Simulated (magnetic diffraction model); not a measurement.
## Magnetic neutron pattern of Ce3Pt4Pb13

Space group Pm-3n (no. 223), a = 10.2500 Å.

| site | atom | x | y | z |
| --- | --- | --- | --- | --- |
| 2a | Pb | 1/2 | 1/2 | 1/2 |
| 24k | Pb | 0.6884 | 0.8468 | 0 |
| 8e | Pt | 1/4 | 3/4 | 1/4 |
| 6d | Ce | 1/2 | 0 | 1/4 |

This is a made-up structure (elements placed in a structure type, unrelaxed), so the numbers test the method and describe no known phase.

Only Ce is taken to order (form factors of Ce3+); orders and moment sizes are assumed, and not adapted to the symmetry. Radiation: neutrons of λ = 2.567 Å, 2° to 65°; isotropic B of 0.5 Å² (Pb), 0.61 Å² (Pt) and 0.64 Å² (Ce). Simulated constant-wavelength pattern: nuclear and magnetic terms add, the magnetic one as |2.695 fm × Σ f S⊥ exp(2πi Q·r) exp(−B s²)|², summed over all Q at one angle with the factor 1/(sin²θ cos θ). For a modulated order the moment at position r is S exp(−2πi k·r) + c.c., with S = m/2 for a sine wave of amplitude m and S = m(u + iv)/2 for moments turning in a plane, u and v being orthogonal unit vectors in it; the phase factor of the sum at Q = H + k is then exp(2πi H·r). Free-ion form factors, Sears's scattering lengths of 1992, no absorption; a label names one of the reflections at its angle. The strongest nuclear line in the range is 100, and lines under 0.2 are left out.

Assume the order k = (1/4 0 0), moments turning in the plane of [010] and [001], 1.9 μB on Ce; signs + at (1/2, 0, 1/4), + at (1/2, 0, 3/4), + at (0, 1/4, 1/2), − at (3/4, 1/2, 0), + at (0, 3/4, 1/2), − at (1/4, 1/2, 0).

Q: Where does magnetic intensity appear, and how strong is it?

```
2θ (°)       index  nuclear  magnetic
  3.59   (1/4 0 0)      0.0       4.1
 14.83   (1/4 1 0)      0.0       2.0
 18.01   (3/4 1 0)      0.0       0.4
 20.40     (1 1 0)      0.8       0.0
 20.72   (1/4 1 1)      0.0       0.2
 23.13   (5/4 1 0)      0.0       0.3
 25.32   (7/4 0 0)      0.0       0.7
 29.01     (2 0 0)     10.6       0.0
 31.03   (3/4 2 0)      0.0       0.5
 32.52     (2 1 0)      6.4       0.0
 32.73   (9/4 0 0)      0.0       0.6
 34.35   (5/4 2 0)      0.0       0.6
 35.72     (2 1 1)      0.8       0.0
 38.88   (9/4 1 1)      0.0       0.2
 41.49     (2 2 0)      2.3       0.0
 41.66   (7/4 2 1)      0.0       1.2
 44.29   (9/4 2 0)      0.0       0.3
 46.65     (3 1 0)     14.5       0.0
 46.81   (9/4 2 1)      0.0       0.6
 50.40  (13/4 1 0)      0.0       0.3
 51.41     (2 2 2)      1.7       0.0
 53.68     (3 2 0)    100.0       0.0
 55.88     (3 2 1)     39.8       0.0
 57.09  (13/4 2 0)      0.0       0.3
 58.15  (15/4 1 0)      0.0       0.3
 60.12     (4 0 0)     21.4       0.0
 60.25  (15/4 1 1)      0.0       0.3
 62.17     (4 1 0)     22.2       0.0
 64.18     (4 1 1)      7.9       0.0
 64.31  (17/4 0 0)      0.0       0.3
```

The strongest magnetic line in the range is (1/4 0 0) at 3.59° (4.1). On top of the Lorentz factor, which all lines share, magnetic lines fade with angle because f falls: for Ce3+ it is 0.96, 0.86, 0.71 and 0.43 at sin θ/λ = 0.1, 0.2, 0.3 and 0.5 Å⁻¹, while nuclear lengths stay constant. The order has no net moment.

[Logs are printed without paths, hosts, clocks, repeated set-up lines and the standing remarks that a program may print on its own settings, such as how far it seeks lower states.]
